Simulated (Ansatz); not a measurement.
# Lattice dynamics of (CdSe)1(MgSe)2 [001] superlattice, started as zinc blende, part 2 of 2

Wanted: vibrations and spectra of (CdSe)1(MgSe)2 [001] superlattice, started as zinc blende; the cell is already relaxed.

Ansatz 0.2.0; DFT LDA, scalar-relativistic, plane waves, PAW.

So far: Starting point; Zone-centre response.

The structure was built from a prototype and need not be the compound's stable phase.

### Step 2. Zone-centre response (continued)

Activity x (w_L - w)^4 (n + 1)/w, 532 nm, 300 K; the tensors are static ones, while 532 nm light lies above the computed direct gap, where resonance would change the heights; modes without the macroscopic field alone. Lines of the Raman spectrum (strongest = 100):

```
position (cm⁻¹)  label  relative intensity
             50      E                 100
             69      E                  31
            120     B2                 0.0
            151     A1                  17
            181      E                 3.3
            188     B2                 0.0
            272      E                  14
            284      E                 7.0
            287     B2                 2.0
            318     A1                 3.1
```

Static second-order susceptibility (pm/V), twice the coefficient d of second-harmonic generation. Second order susceptibility, by row:

```
field along  xx  yy  zz     yz     xz     xy
          x   0   0   0  22.54      0      0
          y   0   0   0      0  22.54      0
          z   0   0   0      0      0  22.54
```

Before it was imposed, the acoustic sum rule was missed by 1.0e-4 eV/Å² and the charge sum rule by 0.0087 e. Small misses are needed for a sound result but don't prove that mesh and cutoff are converged. The lowest optical mode is real, 50.2 cm⁻¹.

The log warns of the k mesh: “the force constants stand on the 8×8×8 k-mesh, whose period is 11.22 times the interband length at k = (0.0000, 0.0000, 0.0000), direct gap 1.712 eV, under 14: take them and everything formed from them as unconverged”.

### Step 3. Another isotope, element Cd, natural mass 112.414 amu

An isotope changes the mass and not the force constants, so no new electronic calculation is needed; the shifts show which modes move this element.

The same force constants with the mass of Cd changed from 112.414 to 115.905 u (phonopy, no LO-TO term). Both lists are sorted by frequency; levels can cross, so a row need not hold one and the same mode. Modes under 3 cm⁻¹ are left out. Isotope shifts, by row:

```
    q  rank  natural mass (cm⁻¹)  changed mass (cm⁻¹)
0 0 0     4                50.18                49.88
0 0 0     5                50.18                49.88
0 0 0     6                68.61                68.61
0 0 0     7                68.61                68.61
0 0 0     8                120.5                119.9
0 0 0     9                151.1                151.1
0 0 0    10                181.4                180.5
0 0 0    11                181.4                180.5
0 0 0    12                188.1                187.1
0 0 0    13                271.6                271.6
0 0 0    14                271.6                271.6
0 0 0    15                283.7                283.7
0 0 0    16                283.7                283.7
0 0 0    17                286.6                286.6
0 0 0    18                317.9                317.9
```

A mode of this element alone would shift by -1.52 %. The highest zone-centre frequency without the field goes from 317.9 to 317.9 cm⁻¹ (+0.0 %). The product of the frequency ratios over all optical modes at Γ is 0.968; the product rule, (m/m′)^(3k/2) (M′/M)^(3/2) with k = 1 such atoms and M the mass of the cell, gives 0.968.

### Step 4. Another isotope, element Mg, natural mass 24.305 amu

The same for Mg, from 24.30 to 25.98 u.

The same force constants with the mass of Mg changed from 24.305 to 25.983 u (phonopy, no LO-TO term). Both lists are sorted by frequency; levels can cross, so a row need not hold one and the same mode. Modes under 3 cm⁻¹ are left out. Isotope shifts, by row:

```
    q  rank  natural mass (cm⁻¹)  changed mass (cm⁻¹)
0 0 0     4                50.18                49.98
0 0 0     5                50.18                49.98
0 0 0     6                68.61                68.04
0 0 0     7                68.61                68.04
0 0 0     8                120.5                120.3
0 0 0     9                151.1                150.6
0 0 0    10                181.4                181.4
0 0 0    11                181.4                181.4
0 0 0    12                188.1                188.1
0 0 0    13                271.6                264.9
0 0 0    14                271.6                264.9
0 0 0    15                283.7                276.7
0 0 0    16                283.7                276.7
0 0 0    17                286.6                278.9
0 0 0    18                317.9                308.5
```

A mode of this element alone would shift by -3.28 %. The highest zone-centre frequency without the field goes from 317.9 to 308.5 cm⁻¹ (-3.0 %). The product of the frequency ratios over all optical modes at Γ is 0.829; the product rule, (m/m′)^(3k/2) (M′/M)^(3/2) with k = 2 such atoms and M the mass of the cell, gives 0.829.

### Step 5. Isotope substitution, element Se, natural mass 78.971 amu

The same for Se, from 78.97 to 81.92 u.

A mode of this element alone would shift by -1.81 %. The highest zone-centre frequency without the field goes from 317.9 to 317.4 cm⁻¹ (-0.2 %). The product of the frequency ratios over all optical modes at Γ is 0.876; the product rule, (m/m′)^(3k/2) (M′/M)^(3/2) with k = 3 such atoms and M the mass of the cell, gives 0.876.

### Step 6. Outcome

```json
{
  "space group (within 0.01 Å)": "I-4m2",
  "volume per atom": "25.9 Å³",
  "gap on the k-mesh": "1.71 eV",
  "highest optical mode at the zone centre (no LO-TO term)": "318 cm⁻¹",
  "top of the zone-centre spectrum with the field": "327 cm⁻¹",
  "lowest optical zone-centre mode": "50.2 cm⁻¹",
  "mean high-frequency dielectric constant": "5.59",
  "mean static dielectric constant": "8.13",
  "largest Born charge (third of the trace)": "2.04 e",
  "imaginary modes at Γ (the only wavevector solved)": "none"
}
```

What this shows: The structure is stable against zone-centre distortions, since no mode there is imaginary; other wavevectors were not solved, so zone-boundary instabilities are untested. Without the field, the optical modes at Γ span 50 to 318 cm⁻¹. No dispersion was computed. The highest mode in this list at Γ, 317.9 cm⁻¹, is mostly motion of Mg (91 % of the kinetic energy). With the macroscopic field of the longitudinal modes the top of the zone-centre spectrum lies at 327 cm⁻¹, against 318 cm⁻¹ without it. Lattice motion raises the mean dielectric constant from 5.593 to 8.133. The strongest infrared line is at 284 cm⁻¹. Averaged over orientations, the strongest Raman line at 532 nm and 300 K is at 50 cm⁻¹, among the modes without the field; their longitudinal partners can be Raman active too. The tensors are the static, non-resonant ones, while 532 nm light (2.33 eV) lies above the computed gap. With the field response the log warns that the k mesh is coarse for the force constants too, so the frequencies may not be converged. The starting cell was built on a prototype and not taken from a measurement, so the phase need not exist. These are harmonic frequencies at zero temperature: anharmonic shifts, linewidths and thermal expansion are left out.

[Logs are printed without paths, hosts, clocks, repeated set-up lines and the standing remarks that a program may print on its own settings, such as how far it seeks lower states.]

[Hosts, paths, dates, database ids (printed as entryN), source tags and the programs' standing remarks are cut or masked in the printed files.]
